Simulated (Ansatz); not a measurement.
Planning a GW calculation on Rb2LiVO4 (Cmc2_1).

The structure is orthorhombic, space group Cmc2_1 (No. 36). The conventional cell has a = 5.879 Å, b = 11.701 Å, c = 7.933 Å, α = 90.00°, β = 90.00°, γ = 90.00°. Rb has 10 O at 2.88 to 3.57 Å and 3 Li at 3.18 to 3.60 Å and 1 V at 3.49 Å nearest. Nearest to Rb lie 8 O at 2.89 to 3.24 Å and 1 Li at 3.11 Å. Nearest to Li lie 4 O at 1.89 to 2.06 Å. Nearest to V lie 4 O at 1.71 to 1.72 Å. O has 1 V at 1.72 Å and 1 Li at 1.89 Å and 5 Rb at 3.02 to 3.57 Å nearest. Nearest to O lie 1 V at 1.71 Å and 1 Li at 2.06 Å and 4 Rb at 2.88 to 3.06 Å. Farther neighbours and most contacts between anions are not listed.

```xyz
16
Lattice="2.9395 -5.8505 0.0000 2.9395 5.8505 0.0000 0.0000 0.0000 7.9330" Properties=species:S:1:pos:R:3 pbc="T T T"
Rb    2.9395   -1.2286    7.5268
Rb    2.9395    1.2286    3.5603
Rb    2.9395    5.1285    4.7059
Rb    2.9395   -5.1285    0.7394
Li    2.9395    3.5232    1.3613
Li    2.9395   -3.5232    5.3278
V     2.9395   -2.2290    3.0891
V     2.9395    2.2290    7.0556
O     1.5515   -1.6943    2.2347
O     4.3275    1.6943    6.2012
O     4.3275   -1.6943    2.2347
O     1.5515    1.6943    6.2012
O     2.9395   -1.5679    4.6702
O     2.9395    1.5679    0.7037
O     2.9395   -3.9198    3.3604
O     2.9395    3.9198    7.3269
```

The cell and positions come from the Crystallography Open Database and are kept as given unless a step says otherwise.

Runs so far (Ansatz 0.2.0, start r2SCAN, PAW set soft_1 files, 4×4×2 mesh). Times are wall times on 1 × NVIDIA GB200 (shared by 2 runs) with 24 threads of Arm Neoverse V2, shared host, good to a factor of about two.

| bands summed | cutoff (eV) | gap on the mesh (eV) | time |
| --- | --- | --- | --- |
| 208 | 39 | 7.487 | 8 s |
| 484 | 78 | 7.056 | 14 s |

What should the next rung give, with 976 bands and screening to 130 eV, and where is the limit?

The error falls about as one over the bands when the cutoff rises with them. A line through the two highest rungs given predicts 6.892 eV; the run gave 6.947 eV, a miss of 0.054 eV, so the law holds only roughly here. The two highest rungs put the limit near 6.839 eV, the pair below near 6.731 eV; their difference is a rough measure of what is unsettled in bands and cutoff; the mesh is a separate error.

Gaps are over the mesh's points; an edge off the mesh would be missed. Limits: not at the basis limit; no spin polarisation; d states lean on the start; no spin-orbit coupling; coarse k mesh.

[Paths, hosts, dates, memory and timing lines, banners, echoed tables and standing remarks are left out of the program output.]

[Logs are printed without paths, hosts, clocks, repeated set-up lines and the standing remarks that a program may print on its own settings, such as how far it seeks lower states.]

[Runs of the session that timed out or met a known fault of the program may be left out.]

[Cells called generated may have been cut or substituted from an entry of the Crystallography Open Database or the Materials Project.]

[Hosts, paths, dates, database ids (printed as entryN), source tags and the programs' standing remarks are cut or masked in the printed files.]
